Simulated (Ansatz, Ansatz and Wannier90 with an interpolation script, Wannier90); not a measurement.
**CdTe (F-43m): what limits a Wannier interpolation of GW**

Aim: vary the Wannier model and the GW settings for CdTe (F-43m) and see what the interpolated bands lose.

Program: Wannier90 4.0.3. Level of theory: maximally localised Wannier functions from the overlaps of LDA states (plane waves, PAW). Results are calculated unless marked as measured.

The database entry behind the starting cell differs from later determinations by our own check (an axis about 1.1 % short against later determinations), so it need not match the best structure at ambient conditions.

**1. The structure**

The structure is cubic, space group F-43m (No. 216). Conventional cell: a = 6.410 Å, b = 6.410 Å, c = 6.410 Å, α = 90.00°, β = 90.00°, γ = 90.00°. Cd has 4 Te at 2.78 Å nearest. Nearest to Te lie 4 Cd at 2.78 Å. Farther neighbours and most contacts between anions are not listed.

The cell and positions come from the Crystallography Open Database and are kept as given unless a step says otherwise. Spin-orbit coupling is left out unless a step names it.

**2. Wannier model on 12×12×12, by Wannier90**

Localised functions give a small Hamiltonian that interpolates between mesh points at no cost.

Contents of w.win:

```
num_iter = 1200
conv_tol = 1.0e-8
conv_window = 5
dis_num_iter = 4000
dis_conv_tol = 1.0e-8
dis_mix_ratio = 0.7
write_hr = true
use_ws_distance = false
num_print_cycles = 50
! ansatz wannier90 interface
! projections by site (counted from 0) and shell: 0 5S, 1 5P
! states of the run's bands (counted from 1): 1-22
num_bands = 22
num_wann  = 4
dis_win_min = 2.78
dis_win_max = 13.26
dis_froz_min = 2.78
dis_froz_max = 8.73
guiding_centres = true

begin unit_cell_cart
Ang
                      0.0                    3.205                    3.205
                    3.205                      0.0                    3.205
                    3.205                    3.205                      0.0
end unit_cell_cart

begin atoms_frac
Cd                       0.0                      0.0                      0.0
Te                      0.75                     0.75                     0.75
end atoms_frac

mp_grid = 12 12 12

[... the mesh's points ...]
```

Command:

```console
OMP_NUM_THREADS=1 mpirun -n 8 wannier90.x w > wannier90.x.log
```

Numbers of over 12 decimals in the logs are rounded to 6 here.

What it wrote:

```text
TEM
                                    ------

                              Lattice Vectors (Ang)
                    a_1     0.000000   3.205000   3.205000
                    a_2     3.205000   0.000000   3.205000
                    a_3     3.205000   3.205000   0.000000

                   Unit Cell Volume:      65.84368  (Ang^3)

                        Reciprocal-Space Vectors (Ang^-1)
                    b_1    -0.980216   0.980216   0.980216
                    b_2     0.980216  -0.980216   0.980216
                    b_3     0.980216   0.980216  -0.980216

 *----------------------------------------------------------------------------*
 |   Site       Fractional Coordinate          Cartesian Coordinate (Ang)     |
 +----------------------------------------------------------------------------+
 | cd   1   0.00000   0.00000   0.00000   |    0.00000   0.00000   0.00000    |
 | te   1   0.75000   0.75000   0.75000   |    4.80750   4.80750   4.80750    |
 *----------------------------------------------------------------------------*
                                ------------
                                K-POINT GRID
                                ------------

             Grid size = 12 x 12 x 12      Total points = 1728

 *---------------------------------- MAIN ------------------------------------*
 |  Number of Wannier Functions               :                 4             |
 |  Number of Objective Wannier Functions     :                 4             |
 |  Number of input Bloch states              :                22             |
 |  Output verbosity (1=low, 5=high)          :                 1             |
 |  Timing Level (1=low, 5=high)              :                 1             |
 |  Optimisation (0=memory, 3=speed)          :                 3             |
 |  Length Unit                               :               Ang             |
 |  Post-processing setup (write *.nnkp)      :                 F             |
 |  Using Gamma-only branch of algorithms     :                 F             |
 *----------------------------------------------------------------------------*
 *------------------------------- WANNIERISE ---------------------------------*
 |  Total number of iterations                :              1200             |
 |  Number of CG steps before reset           :                 5             |
 |  Trial step length for line search         :             2.000             |
 |  Convergence tolerence                     :         0.100E-07             |
 |  Convergence window                        :                 5             |
 |  Iterations between writing output         :                50             |
 |  Iterations between backing up to disk     :               100             |
 |  Write r^2_nm to file                      :                 F             |
[...]
+--------------------------------------------------------------------+<-- CONV

 ------------------------------------------------------------------------------
 Initial State
  WF centre and spread    1  ( -0.000000, -0.000000, -0.000000 )     5.27972701
  WF centre and spread    2  (  4.807500,  4.807500,  4.807500 )     4.01390329
  WF centre and spread    3  (  4.807500,  4.807500,  4.807500 )     4.01390329
[...]
Sum of centres and spreads ( 14.422500, 14.422500, 14.422500 )    17.32143687

      0     0.173E+02     0.0000000000       17.3214368669       0.57  <-- CONV
        O_D=      0.2892186 O_OD=      0.7039276 O_TOT=     17.3214369 <-- SPRD
 ------------------------------------------------------------------------------
 Cycle:      1
[...]
Sum of centres and spreads ( 14.422500, 14.422500, 14.422500 )    17.25423598

      1    -0.672E-01     0.1242883025       17.2542359772       0.58  <-- CONV
        O_D=      0.2634994 O_OD=      0.6624458 O_TOT=     17.2542360 <-- SPRD
 Delta: O_D= -0.2571913E-01 O_OD= -0.4148176E-01 O_TOT= -0.6720089E-01 <-- DLTA
 ------------------------------------------------------------------------------
 Cycle:     50
[...]
Sum of centres and spreads ( 14.422500, 14.422500, 14.422500 )    17.18148936

     50    -0.137E-10     0.0000612649       17.1814893618       1.02  <-- CONV
        O_D=      0.2588082 O_OD=      0.5943904 O_TOT=     17.1814894 <-- SPRD
 Delta: O_D=  0.2661131E-09 O_OD= -0.2798125E-09 O_TOT= -0.1369926E-10 <-- DLTA
 ------------------------------------------------------------------------------

             <<<     Delta < 1.000E-08  over  5 iterations     >>>
             <<< Wannierisation convergence criteria satisfied >>>

 Final State
[...]
WF centre and spread    3  (  4.807500,  4.807500,  4.807500 )     3.91212541
  WF centre and spread    4  (  4.807500,  4.807500,  4.807500 )     3.91212541
  Sum of centres and spreads ( 14.422500, 14.422500, 14.422500 )    17.18148934

         Spreads (Ang^2)       Omega I      =    16.328290742
        ================       Omega D      =     0.258809264
                               Omega OD     =     0.594389334
    Final Spread (Ang^2)       Omega Total  =    17.181489340
 ------------------------------------------------------------------------------

 Writing checkpoint file w.chk... done

 *---------------------------------------------------------------------------*
 |                               PLOTTING                                    |
 *---------------------------------------------------------------------------*

 *===========================================================================*
 |                             TIMING INFORMATION                            |
 *===========================================================================*
 |    Tag                                                Ncalls      Time (s)|
 |---------------------------------------------------------------------------|
 |kmesh: get                                        :         1         0.388|
 |overlap: read                                     :         1         3.559|
 |dis: main                                         :         1         0.584|
 |wann: main                                        :         1         0.507|
 |plot: main                                        :         1         0.044|
 *---------------------------------------------------------------------------*
 All done: wannier90 exiting
```

Elapsed: 6.4 s, on 8 MPI ranks of Arm Neoverse V2, shared host.

This step gave:

| Property | Result |
| --- | --- |
| gauge-invariant spread | 16.33 Å² |
| diagonal spread | 0.2588 Å² |
| off-diagonal spread | 0.5944 Å² |
| total spread | 17.18 Å² |
| disentanglement steps | 153 |
| r.m.s. interpolation error | 2.27e-4 eV |
| r.m.s. error near the gap | 2.71e-4 eV |

Near the gap the model misses directly solved bands by 0.3 meV r.m.s. and by 1 meV at most in the window tested. This tests the starting bands, not the corrections carried with them.

**3. Wannier model on 12×12×12, by the program's own minimiser**

This step: maximally localised Wannier functions, LDA, plane waves, PAW.

Contents of input.yaml:

```yaml
crystal:
  lattice:
    - [0.0, 3.205, 3.205]
    - [3.205, 0.0, 3.205]
    - [3.205, 3.205, 0.0]
  atoms:
    - { symbol: Cd, position: [0.0, 0.0, 0.0] }
    - { symbol: Te, position: [0.75, 0.75, 0.75] }
kpoints:
  mp_grid: { grid: [6, 6, 6] }
hamiltonian:
  xc: lda
scf:
  occupations: { method: fixed }
  n_extra_bands: 35
output:
  wannier:
    kmesh: [12, 12, 12]
    projections: [{ species: Cd, l: s, shell: 5 }, { species: Te, l: p, shell: 5 }]
    minimise: true
    write_hr: true
    seedname: w
    conv_tol: 1.0e-06
    max_iter: 20000
    stability_check: false
    disentanglement:
      window: [2.78, 13.26]
      frozen_window: [2.78, 8.73]
      conv_tol: 1.0e-08
```

Command:

```console
ansatz run input.yaml --threads 12 --pin off --max-ram 22118MiB --backend cpu --events-out ev --progress --plain --runs-dir out
```

What it wrote:

```text
scf.n_extra_bands = 35 over 18 filled bands (N_el = 36.0): the run solves 53 bands
Engine: ansatz 0.2.0, aarch64-unknown-linux-gnu
Pseudopotentials: kind: paw
Pseudopotential: Cd, paw, valence charge 20, recommended cutoff 420 eV (normal), Cd.paw.azcp
Pseudopotential: Te, paw, valence charge 16, recommended cutoff 420 eV (normal), Te.paw.azcp
Functional definition: SPW92
  exchange = slater_x
  correlation = pw_c
Crystal: 2 atoms, lattice volume = 65.844 Å³
Basis set: ecut = 420 eV, 1243 PW (Γ)
Bands: 53, of which v1, the nominal top of the filled ones, is band 18 counted from 1 (17 counted from 0)
Symmetry: 24 space group operations
Space group: F-43m (ITA 216), of the structure as read, at distance tolerance 4.0e-5 Å
k-points: 16 of 216 (time reversal used)
Non-local potential: Cd, projectors of the file, l = 0: 3, l = 1: 2, l = 2: 2, l = 3: 1
Non-local potential: Te, projectors of the file, l = 0: 2, l = 1: 2, l = 2: 2, l = 3: 2
PAW form: soft (Blöchl's): semilocal exchange-correlation on the pseudo side does not see the compensation charge
PAW frozen core: Cd, regenerated for the run's functional, and the local potential with it (the file was generated under x = pbe(κ = 0.804, μ = 0.219515), c = pbe(β = 0.066725))
PAW frozen core: Te, regenerated for the run's functional, and the local potential with it (the file was generated under x = pbe(κ = 0.804, μ = 0.219515), c = pbe(β = 0.066725))
PAW one-centre angular grid: Cd, 590 points (default); XC on 64 Gauss nodes
PAW one-centre angular grid: Te, 590 points (default); XC on 64 Gauss nodes
[...]
SCF 1 converged in 6 iterations: F = -14945.804168 eV  dr2 = 6.90e-9
[...]
NSCF: frozen V_eff on 75 k-points
the Wannier pass solved 75 of the 1728 points of its mesh, and has the states at the others by symmetry: states obtained by the crystal's operations at points that were solved too leave a residual of 7.48e-13 eV (read by the count's bands and the next), within 5.56e-6 eV
SCF converged after 6 iterations
Free energy (F): -14945.804168 eV
Harris-Foulkes:  -14945.804168 eV  (|F-HF|=6.57e-9)
Internal energy: -14945.804168 eV  (E = F + TS)
E sigma→0 (E₀):  -14945.804168 eV
Fermi energy:    7.621005 eV
--- Per-component energies (eV) ---
  E_band       = -786.062291
  E_kinetic    = 687.586738
  E_local      = -5359.077653  (includes V_loc(G=0)·N_el)
  E_nonlocal   = -263.897557
  E_hartree    = 2700.122724
  E_xc         = -299.544703
  E_vxc        = -326.523309  (∫ρ·V_xc dr)
  E_paw        = -8457.693420  (= ΣΔE_a)
  E_vpaw       = -924.390737  (= ΣTr[D̂ρ^β])
  E_aug_tail   = -0.000224  (compensation charges beyond the density's cutoff)
  E_ewald      = -3954.745301
  E_core_change = 1.445230  (= ΣΔE_core)
  E_smearing   = -0.000000  (= −TS)
  E_closure    = -0.000000  (closes the sum)
  Σ components = -14945.804168   (vs F -14945.804168, Δ=0.00e0)
--- Band table (eV; the first three rows and the last of 16) ---
  k-point 0: bands = [... 14 lower, -0.4799, 7.6210, 7.6210, 7.6210, 8.2297, 12.1324, 12.1324, 12.1324, ... 31 higher]
  k-point 1: bands = [... 14 lower, -0.4814, 5.7673, 7.3736, 7.3736, 9.3721, 12.2379, 12.4875, 12.4875, ... 31 higher]
  k-point 2: bands = [... 14 lower, -0.3924, 3.8366, 6.9642, 6.9642, 9.4105, 12.7809, 12.7809, 13.7839, ... 31 higher]
  k-point 15: bands = [... 14 lower, 0.0996, 3.1671, 5.2531, 5.3324, 11.2479, 11.2846, 14.2503, 14.5387, ... 31 higher]
Wannier search: line search 1 of at most 20000: gauge-dependent spread (as the search counts it) 0.9264544 Å², largest recent change 6.7e-2 Å² against conv_tol 1.0e-6 Å², 0 stops escaped
```

Elapsed: 11 s, on 12 threads; peak memory 2.5 GiB; 55 s of CPU time.

Numbers from this step:

- gauge-invariant spread: 16.33 Å²
- diagonal spread: 0.2590 Å²
- off-diagonal spread: 0.5948 Å²
- total spread: 17.18 Å²
- least projectability: 0.3844
- localisation steps: 39
- disentanglement steps: 139
- r.m.s. interpolation error: 2.23e-4 eV
- r.m.s. error near the gap: 2.65e-4 eV

Near the gap the model misses directly solved bands by 0.3 meV r.m.s. and by 1 meV at most in the window tested. This tests the starting bands, not the corrections carried with them.

Frozen up to 1.11 eV; above it the model need not follow the bands. Electronic bands along the path, in eV, zero at the valence-band top; v1 is the highest filled band, c1 the lowest empty one:

```tsv
point	v3	v2	v1	c1
Γ	0.00	0.00	0.00	0.61
halfway	-2.81	-1.17	-1.17	2.93
X	-4.54	-2.00	-2.00	2.55
halfway	-4.51	-2.31	-1.91	2.87
U	-4.44	-2.74	-1.66	3.31
jump to K	-4.44	-2.74	-1.66	3.31
halfway	-3.18	-1.61	-0.48	2.85
Γ	0.00	0.00	0.00	0.61
halfway	-2.88	-0.46	-0.46	1.96
L	-4.69	-0.83	-0.83	1.67
halfway	-4.48	-2.22	-1.36	3.15
W	-4.42	-2.48	-2.37	4.27
halfway	-4.48	-2.25	-2.20	3.23
X	-4.54	-2.00	-2.00	2.55
```

The same for Kohn-Sham, solved directly:

```tsv
point	v3	v2	v1	c1
Γ	0.00	0.00	0.00	0.61
X	-4.54	-2.00	-2.00	2.38
U	-4.44	-2.74	-1.66	2.74
K	-4.44	-2.74	-1.66	2.74
Γ	0.00	0.00	0.00	0.61
L	-4.69	-0.83	-0.83	1.67
W	-4.42	-2.48	-2.37	4.27
X	-4.54	-2.00	-2.00	2.38
```

The first set of electronic bands as a text plot (rows in eV):

```
    4.1 |                                                +++
    3.7 |                                               +   +
    3.3 |                ++++++                       ++     +
    3.0 |      +++     ++      ++                    +        +
    2.6 |    ++   +++++          +                  +          ++
    2.2 |   +                     ++               +
    1.8 |  +                              +++++++++
    1.5 |                           +    +
    1.1 | +                          +  +
    0.7 |+                            ++
    0.3 |
    0.0 |**                       *********
   -0.4 | ***                   **  **  *  **
   -0.8 |    **              ***  **         *******
   -1.1 |  *   *            *    *  *    *         ***
   -1.5 |   *   **        **    *         *         * **
   -1.9 |         ********     *  **                 *  *      **
   -2.3 |    **        *     **            *          *  ******
   -2.6 |      *        *****    *                     *****
   -3.0 |                       *           *
   -3.4 |       *                            *
   -3.8 |        *             *              *
   -4.1 |         **        ***
   -4.5 |           ********                   ******************
         Γ           X  U|K            Γ         L        W     X
```

[end of part 1 of 2]

[Paths, hosts, dates, memory and timing lines, banners, echoed tables and standing remarks are left out of the program output.]

[Logs are printed without paths, hosts, clocks, repeated set-up lines and the standing remarks that a program may print on its own settings, such as how far it seeks lower states.]

[Runs of the session that timed out or met a known fault of the program may be left out.]

[Hosts, paths, dates, database ids (printed as entryN), source tags and the programs' standing remarks are cut or masked in the printed files.]
